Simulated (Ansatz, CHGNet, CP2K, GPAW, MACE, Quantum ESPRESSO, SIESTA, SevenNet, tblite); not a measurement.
**Ge(100) slab, H on both faces (90 atoms) in other programs, against a plane-wave reference**

How near do other programs and methods come to a plane-wave reference for Ge(100) slab, H on both faces (90 atoms)? A plane-wave run serves as the reference.

Calculated with Ansatz 0.2.0; Kohn-Sham DFT, PBE, PAW, plane waves.

### 1. The system as given

The cell holds 90 atoms: 54 Ge and 36 H. Its edges and angles: a = 12.002 Å, b = 12.002 Å, c = 20.839 Å, α = 90.0°, β = 90.0°, γ = 90.0°. It derives from Ge (diamond-structure). Diamond-structure Ge (a = 5.658 Å), (100) slab of 6 atomic planes, 3 x 3 surface cells, H on the broken bonds of both faces, 12 Å of vacuum; displaced by a Gaussian of 0.02 Å. Then every atom was moved at random, 0.03 Å r.m.s. a Cartesian component (hydrogen 0.6 of that). Regions: slab, 54 atoms (54 Ge); hydrogen, 36 atoms (36 H). Vacuum lies along c.

### 2. Plane-wave reference

The PAW files are the set soft_2.

The input, input.yaml:

```yaml
crystal:
  lattice:
    - [12.00243, 0.0, 0.0]
    - [0.0, 12.00243, 0.0]
    - [0.0, 0.0, 20.83919]
  atoms:
    - { symbol: Ge, position: [0.16654, 0.17256, 0.33057] }
    - { symbol: Ge, position: [0.00406, 0.16934, 0.39804] }
    - { symbol: Ge, position: [0.99998, 0.3343, 0.46741] }
    - { symbol: Ge, position: [0.17443, 0.00123, 0.53446] }
    [... 80 atom lines left out ...]
    - { symbol: H, position: [0.67323, 0.39599, 0.71364] }
    - { symbol: H, position: [0.66622, 0.60464, 0.71065] }
    - { symbol: H, position: [0.83914, 0.94041, 0.28665] }
    - { symbol: H, position: [0.83682, 0.73204, 0.28903] }
    - { symbol: H, position: [0.66747, 0.93835, 0.71097] }
    - { symbol: H, position: [0.66846, 0.72928, 0.71114] }
kpoints:
  mp_grid: { grid: [1, 1, 1] }
hamiltonian:
  xc: pbe
scf:
  occupations: { method: fermi_dirac, width: 0.05 }
output:
  forces: true
  eigenvalues: true
  populations: true
```

Command:

```sh
ansatz run input.yaml --threads 8 --pin off --max-ram 15872MiB --backend cpu --events-out ev --progress --plain --runs-dir out
```

Log:

```text
[...]
Pseudopotentials: kind: paw
Pseudopotential: Ge, paw, valence charge 14, recommended cutoff 420 eV (normal), Ge.paw.azcp
Pseudopotential: H, paw, valence charge 1, recommended cutoff 420 eV (normal), H.paw.azcp
[... 5 lines on functional and potentials left out ...]
Crystal: 90 atoms, lattice volume = 3002.059 Å³
Basis set: ecut = 420 eV, 58645 PW (Γ), exchange–correlation on 162×162×288 points (8 copies of the dense FFT grid, shifted against one another)
Bands: 486, of which v1, the nominal top of the filled ones, is band 396 counted from 1 (395 counted from 0)
Symmetry: 1 space group operations
Space group: P1 (ITA 1), of the structure as read, at distance tolerance 1.4e-4 Å
k-points: 1
[... 5 lines on functional and potentials left out ...]
Initial density: superposition of atomic densities (neutral atoms: chi_scale 0, normalization atom), corrected by the library's trained network
Initial wavefunctions: pseudopotential atomic-orbital guess
[...]
SCF iter   1: F=—  HF=-232480.373408 eV  |F-HF|=—  |Δ(HF+E_count)|=         —  Δρ=2.31e-3  dr2=1.92e-1  ethr=1.77e-3  ⟨swp⟩=6.0  Hψ=1779  notcnv=0  defer=19
preconditioner: auto → Resta (q_TF=auto, 2.185 Å⁻¹)  ε∞=1.8  [insulator: Δε(μ)=1.231 eV  Ē_g=21.865 eV  σ=0.050 eV  W_gap=1.00  n_scr=542 (ndim 8)  ℏωp=19.1 eV  f_vac=0.509  D(μ)=0.00/eV (n_scr^D=0)  ε∞_Penn≈1.8  vacuum switching on, ρ_ref=3.5e-2 e/Å³]
[...]
SCF iter   9: F=—  HF=-232480.352506 eV  |F-HF|=—  |Δ(HF+E_count)|=   1.61e-6  Δρ=2.71e-6  dr2=3.80e-7  ethr=5.89e-10  ⟨swp⟩=2.0  Hψ=496  notcnv=0  defer=71
SCF iter  10: F=-232480.352506 eV  HF=-232480.352506 eV  |F-HF|=4.53e-8  |Δ(HF+E_count)|=   1.75e-7  Δρ=1.26e-6  dr2=3.86e-8  ethr=1.26e-11  ⟨swp⟩=13.0  Hψ=2480  notcnv=0
SCF 1 converged in 10 iterations: F = -232480.352506 eV  dr2 = 3.86e-8
[...]
SCF converged after 10 iterations
Free energy (F): -232480.352506 eV
Harris-Foulkes:  -232480.352506 eV  (|F-HF|=4.53e-8)
Internal energy: -232480.352487 eV  (E = F + TS)
E sigma→0 (E₀):  -232480.352497 eV
Entropy (-TS):   -0.000019 eV (-0.000 meV/atom)
Fermi energy:    1.453017 eV
--- Per-component energies (eV) ---
[...]
Σ components = -232480.352506   (vs F -232480.352506, Δ=0.00e0)
--- Forces (eV/Å), atoms counted from 1 ---
  atom   1  Ge    -0.11051130    -1.51715258     0.56625131
  atom   2  Ge    -0.86017587    -0.46897150     0.16104193
  atom   3  Ge    -0.03685805    -0.15784031    -0.37324337
  atom   4  Ge    -0.56369486    -0.11182086    -0.16189027
[...]
atom  90  H      0.01738122     0.13701819     0.10590634
  max |Σ_I F_I| component: 1.73e-5 eV/Å
--- Band table (eV) ---
  k-point 0: bands = ["-23.5337", "-23.4999", "-23.4932", "-23.4890", [... 470 levels ...], "6.2536", "6.2686", "6.2874", "6.3014", "6.3142", "6.3309", "6.3488", "6.3745", "6.5500", "6.6586", "6.7005", "6.7888"]
--- Löwdin populations: 90 sites ---
  site symbol       q [e]
     0     Ge     13.8095
     1     Ge     14.0080
     2     Ge     13.9742
[...]
89      H      1.0357
  spilling = 0.002582 (of n_electrons = 792.000000)
```

The job ended after 24 s (8 threads of Arm Neoverse V2, shared host; peak memory 3.9 GiB; 3 min of CPU time).

Reading the cycles: dr2 is the Hartree energy of the density residual (eV), the measure of convergence; HF is the Harris–Foulkes estimate of the energy, which meets the free energy F at convergence.

Numbers from this run:

* free energy: -232480.3525 eV
* free energy per atom: -2583.1150 eV/atom
* SCF cycles: 10
* r.m.s. force component: 0.5689 eV/Å
* longest force: 3.348 eV/Å
* Fermi energy: 1.453 eV
* gap (highest filled to lowest empty level): 1.208 eV
* spilling of the projection: 0.002582

Length of the force by element and coordination:

```csv
element,coordination,atoms,mean length of the force (eV/Å),spread,least,most
Ge,all,54,0.984,0.492,0.406,3.35
H,all,36,0.626,0.469,0.166,2.19
```

Löwdin charges by element and coordination (they lack the spilled electrons, 0.023 e an atom on average):

```csv
element,coordination,atoms,mean charge (e),spread,least,most
Ge,all,54,0.0638,0.0789,-0.015,0.191
H,all,36,-0.0388,0.0035,-0.0482,-0.0289
```

By region:

```csv
region,atoms,mean length of the force (eV/Å)
slab,54,0.984
hydrogen,36,0.626
```

The levels nearest the highest filled one (over half full), pooled over k-points and spins:

```csv
level less the highest filled one (eV),occupation
-0.513,2
-0.329,2
-0.271,2
-0.217,2
-0.0288,2
0,2
1.21,0
1.45,0
1.52,0
1.56,0
1.60,0
1.65,0
```

### 3. The other programs

The programs:
- CHGNet: machine-learned potential, published weights.
- CP2K 2026.2: Gaussian basis with GTH pseudopotentials and a plane-wave density; labels give functional, basis (MOLOPT sets; SR short-range, UZH the newer set with its own potentials), grid cutoff/relative cutoff and solver (OT: orbital transformation; TRS4, TC2, SIGN: linear-scaling purification with its sparsity filter), or its built-in tight binding.
- GPAW 26.7.0: PAW with atomic orbitals (LCAO), plane waves or a real-space grid of spacing h.
- MACE: machine-learned potential, published weights.
- Quantum ESPRESSO 7.5: plane waves; labels (QE) give functional, pseudopotential set and cutoffs of waves/density.
- SIESTA 5.4.2: numerical atomic orbitals, whose automatically made sets are far from complete, with PseudoDojo norm-conserving potentials that we converted to its format (checked against plane waves on the same files for H, C, O, Si, Ge and Ca alone); labels give functional, basis size, energy shift and mesh cutoff.
- SevenNet: machine-learned potential, published weights.
- tblite 0.8.0: extended tight binding, driven from Python.

All use the same cell and atoms; the electronic-structure runs use the same k-mesh, and an electronic temperature of 580 K (0.05 eV) where levels are smeared.

Differences are against the plane-wave reference, forces as r.m.s. over components; share is that over the reference's r.m.s. force, slope the least-squares factor from reference forces to these. Total energies of different programs have different zeros and aren't compared.

```csv
run,"Δ force, r.m.s. (meV/Å)",share (%),slope,Δ gap (eV),cores,CPU time,memory (GiB)
reference,-,-,-,-,8,3 min,3.9
CHGNet 0.3.0 potential,222,39.1,0.740,-,1,2.6 s,0.73
"CP2K GFN1-xTB, OT DIIS",411,72.3,0.834,-,1,5.9 s,0.61
"CP2K PBE, DZVP-UZH, 315/50 Ry, OT DIIS (coarse)",24.5,4.31,0.981,0.0206,2,9.8 min,1.6
"CP2K PBE, SZV-MOLOPT-SR, 450/50 Ry, OT DIIS (coarse)",367,64.5,1.166,1.17,1,3.9 min,2.4
"CP2K PBE, SZV-MOLOPT-SR, 450/50 Ry, TRS4 filter 1e-04, SCF 1e-05 (coarse)",404,71.0,1.156,-,1,37 s,2.4
"CP2K PBE, SZV-MOLOPT-SR, 450/50 Ry, TRS4 filter 1e-05, SCF 1e-06 (coarse)",382,67.1,1.161,-,1,50 s,2.4
"CP2K PBE, SZV-MOLOPT-SR, 450/50 Ry, TRS4 filter 1e-07, SCF 1e-07 (coarse)",364,63.9,1.167,-,1,69 s,2.4
"CP2K PBE, TZV2P-UZH, 450/50 Ry, OT DIIS",21.7,3.82,0.974,0.0166,4,9.8 min,4.7
"CP2K PBE, TZVP-UZH, 450/50 Ry, OT DIIS",25.9,4.54,0.978,0.0314,4,6.8 min,3.9
"CP2K RPBE, PBE potentials, DZVP-UZH, 450/50 Ry, OT DIIS",60.1,10.6,0.975,0.0642,4,8.9 min,3.8
"GPAW PBE, LCAO dzp, h 0.15 Å",164,28.9,1.125,0.106,1,3.5 min,3.9
"GPAW PBE, LCAO dzp, h 0.2 Å",164,28.8,1.122,0.107,1,1.7 min,1.7
"GPAW PBE, LCAO sz(dzp), h 0.2 Å (coarse)",678,119,1.425,0.122,1,39 s,1.4
MACE MP-0b3 medium potential,133,23.3,0.823,-,1,6.5 s,0.87
"QE PBE, sssp-1.3.0-efficiency, 45/360 Ry",6.70,1.18,0.998,0.0013,4,23 min,8.0
"SIESTA PBE, DZP, shift 0.01 Ry, mesh 300 Ry",82.3,14.5,1.002,0.108,1,3.5 min,1.6
"SIESTA PBE, SZ, shift 0.01 Ry, mesh 300 Ry (coarse)",690,121,1.475,0.390,1,65 s,0.88
"SIESTA PBE, TZP, shift 0.01 Ry, mesh 300 Ry",72.7,12.8,1.018,0.0666,2,4.8 min,2.0
"SIESTA VV10, PBE potentials, DZP, shift 0.01 Ry, mesh 300 Ry",94.6,16.6,0.989,-0.0559,2,12 min,3.2
SevenNet 0 potential,279,49.1,0.840,-,1,5.8 s,0.81
tblite GFN1-xTB,365,64.2,0.872,-,1,3.7 s,0.17
```

Rows marked coarse use a setting chosen to be so.

Times of the machine-learned potentials are mostly Python's start and the loading of weights.

CPU time is summed over cores on a shared host, where runs went side by side, so it is rough. Symmetry, cutoffs, thresholds, outputs and thread counts weren't matched or tuned between programs; memory under MPI is the largest rank's times the ranks.

Runs without a result: CP2K PBE, DZVP-UZH, 450/50 Ry, OT DIIS (not converged); CP2K PBE0 with truncated exchange and ADMM, PBE0 potentials, DZVP-UZH, 450/50 Ry, OT DIIS (cut off at its time limit of 15 min); CP2K PBE, DZVP-UZH, 450/30 Ry, OT DIIS (not converged, the SCF not settling); CP2K PBE, DZVP-UZH, 225/50 Ry, OT DIIS (cut off at its time limit of 9.2 min, the SCF not settling).

Mean charges by element (e), by run and scheme:

```csv
run,scheme,Ge,H
reference,Löwdin,+0.06,-0.04
"CP2K GFN1-xTB, OT DIIS",Mulliken,-0.01,+0.01
"CP2K PBE, DZVP-UZH, 315/50 Ry, OT DIIS",Mulliken,+0.07,-0.10
"CP2K PBE, DZVP-UZH, 315/50 Ry, OT DIIS",Hirshfeld,+0.04,-0.06
"CP2K PBE, TZV2P-UZH, 450/50 Ry, OT DIIS",Mulliken,+0.03,-0.05
"CP2K PBE, TZV2P-UZH, 450/50 Ry, OT DIIS",Hirshfeld,+0.04,-0.06
"CP2K PBE, TZVP-UZH, 450/50 Ry, OT DIIS",Mulliken,+0.04,-0.06
"CP2K PBE, TZVP-UZH, 450/50 Ry, OT DIIS",Hirshfeld,+0.04,-0.06
"CP2K RPBE, PBE potentials, DZVP-UZH, 450/50 Ry, OT DIIS",Mulliken,+0.07,-0.11
"CP2K RPBE, PBE potentials, DZVP-UZH, 450/50 Ry, OT DIIS",Hirshfeld,+0.04,-0.06
"SIESTA PBE, DZP, shift 0.01 Ry, mesh 300 Ry",Hirshfeld,+0.04,-0.07
"SIESTA PBE, TZP, shift 0.01 Ry, mesh 300 Ry",Hirshfeld,+0.04,-0.07
"SIESTA VV10, PBE potentials, DZP, shift 0.01 Ry, mesh 300 Ry",Hirshfeld,+0.05,-0.07
tblite GFN1-xTB,Mulliken,+0.02,-0.04
```

The reference's Löwdin charges lack the electrons that the projection spills, 0.023 e an atom on average.

Within one program, basis, potentials and functional, energies share a zero. Each run against its twin at the usual cutoff or grid and solver:

```csv
run,twin,Δ energy (meV/atom),"Δ force, r.m.s. (meV/Å)",CPU time over the twin's
"CP2K PBE, SZV-MOLOPT-SR, 450/50 Ry, TRS4 filter 1e-04, SCF 1e-05","SZV-MOLOPT-SR, 450/50 Ry, OT DIIS",0.307,59.3,0.16
"CP2K PBE, SZV-MOLOPT-SR, 450/50 Ry, TRS4 filter 1e-05, SCF 1e-06","SZV-MOLOPT-SR, 450/50 Ry, OT DIIS",0.0149,24.5,0.21
"CP2K PBE, SZV-MOLOPT-SR, 450/50 Ry, TRS4 filter 1e-07, SCF 1e-07","SZV-MOLOPT-SR, 450/50 Ry, OT DIIS",0.0052,6.35,0.29
"GPAW PBE, LCAO dzp, h 0.15 Å","LCAO dzp, h 0.2 Å",-11.9,9.14,2.0
```

### 4. What came out

```yaml
reference_r_m_s_force_component: 0.569 eV/Å
nearest_in_forces: QE PBE, sssp-1.3.0-efficiency, 45/360 Ry, 1.2 %
farthest_in_forces: SIESTA PBE, SZ, shift 0.01 Ry, mesh 300 Ry (coarse), 121 %
cheapest_electronic_structure_run_beside_the_reference: tblite GFN1-xTB, 3.7 s of CPU time
```

PBE on plane waves or a grid with other potentials, cutoffs or grids, coarse settings apart, differs from the reference by 1.2 % (QE PBE, sssp-1.3.0-efficiency, 45/360 Ry) of the r.m.s. force; this holds the reference's own error, so differences of a few per cent don't tell which side is nearer the exact PBE result (QE's 45 Ry are 612 eV, against the reference's 420 eV). The PBE runs in local orbitals, coarse settings apart, differ by 3.8 % (CP2K PBE, TZV2P-UZH, 450/50 Ry, OT DIIS) to 29 % (GPAW PBE, LCAO dzp, h 0.15 Å); basis, grid and potentials can all enter. Tight binding differs by 64 % (tblite GFN1-xTB) to 72 % (CP2K GFN1-xTB, OT DIIS); it is another model, with fitted parameters of its own, and the xTB methods hold dispersion. Machine-learned potentials differ by 23 % (MACE MP-0b3 medium potential) to 49 % (SevenNet 0 potential); they were trained on other programs' data. Among those trained on PBE data the slope goes as low as 0.74, which softening far from their training structures can give, though the reference's k-sampling is untested too. Rows with another functional or a dispersion term differ by 11 % (CP2K RPBE, PBE potentials, DZVP-UZH, 450/50 Ry, OT DIIS) to 17 % (SIESTA VV10, PBE potentials, DZP, shift 0.01 Ry, mesh 300 Ry), which mixes the change of model with differences of basis and potentials, some of them made for another functional. CP2K PBE, DZVP-UZH, 315/50 Ry, OT DIIS needed 89 SCF steps, so its time overstates the method's usual cost. Runs with settings chosen to be coarse differ by 4.3 % (CP2K PBE, DZVP-UZH, 315/50 Ry, OT DIIS) to 121 % (SIESTA PBE, SZ, shift 0.01 Ry, mesh 300 Ry), their programs' other errors included. Of the electronic-structure runs that take under half the reference's CPU time, CP2K PBE, SZV-MOLOPT-SR, 450/50 Ry, TRS4 filter 1e-07, SCF 1e-07 is among the nearest, at 64 % in 69 s against 3 min, too far off to be of use. GPAW PBE, LCAO dzp, h 0.15 Å stiffens the forces by a factor of 1.13 while following their directions (correlation 0.974); the difference isn't even, but is largest on one element. At the same functional, gaps differ from the reference's 1.21 eV by between +0.00 and +1.17 eV. A likely cause of the wide gaps: compact atomic orbitals describe empty levels worse than filled ones. These are spacings on the run's k-points, which needn't hold the band edges. Charges hang on model, scheme and program or settings: among these rows the mean for H runs from -0.11 to +0.01 e. With TRS4, tightening the sparsity filter from 1e-04 to 1e-07, and the SCF threshold with it, takes the force difference from the cubic solver from 59 to 6.4 meV/Å, and the CPU time from 0.16 to 0.29 times the cubic solver's. In the reference: filled and empty levels are parted by 1.21 eV at Γ alone; the mesh holds the band edges only if they fold onto it, so the gap at this level can be narrower or closed, and states at the surface or the caps may set it. In the reference: mean Löwdin charges: Ge +0.06, H -0.04 e. Periodic xTB results under one method name differ between programs and library versions. The potentials hold different valence shells: 792 electrons in the reference, 252 in GPAW and 252 in CP2K with DZVP-UZH; this bears on time and differences. GPAW's setups keep the filled d shell of Ge in the core. Machine-learned potentials mimic data converged in k, so the reference's own k-point error enters their differences. The electronic-structure runs sample only Γ, in a cell whose shortest periodic width is 12 Å.

[Long decimals in the printed logs are rounded to 6 places.]

[Also dropped from logs without a mark: lines with file paths, logging warnings of Python, QE's lines on negative density and diagonalisation, SIESTA's first energy breakdown, zero terms and Voronoi charges.]

[Logs are printed without paths, hosts, clocks, repeated set-up lines and the standing remarks that a program may print on its own settings, such as how far it seeks lower states.]

[Hosts, paths, dates, database ids (printed as entryN), source tags and the programs' standing remarks are cut or masked in the printed files.]

[Not all failed runs are listed: runs killed by the host, ended in a Python traceback or in CONQUEST's support-function errors, and SIESTA runs with faulty potentials for Cu, Fe, Ni or Zn are left out.]
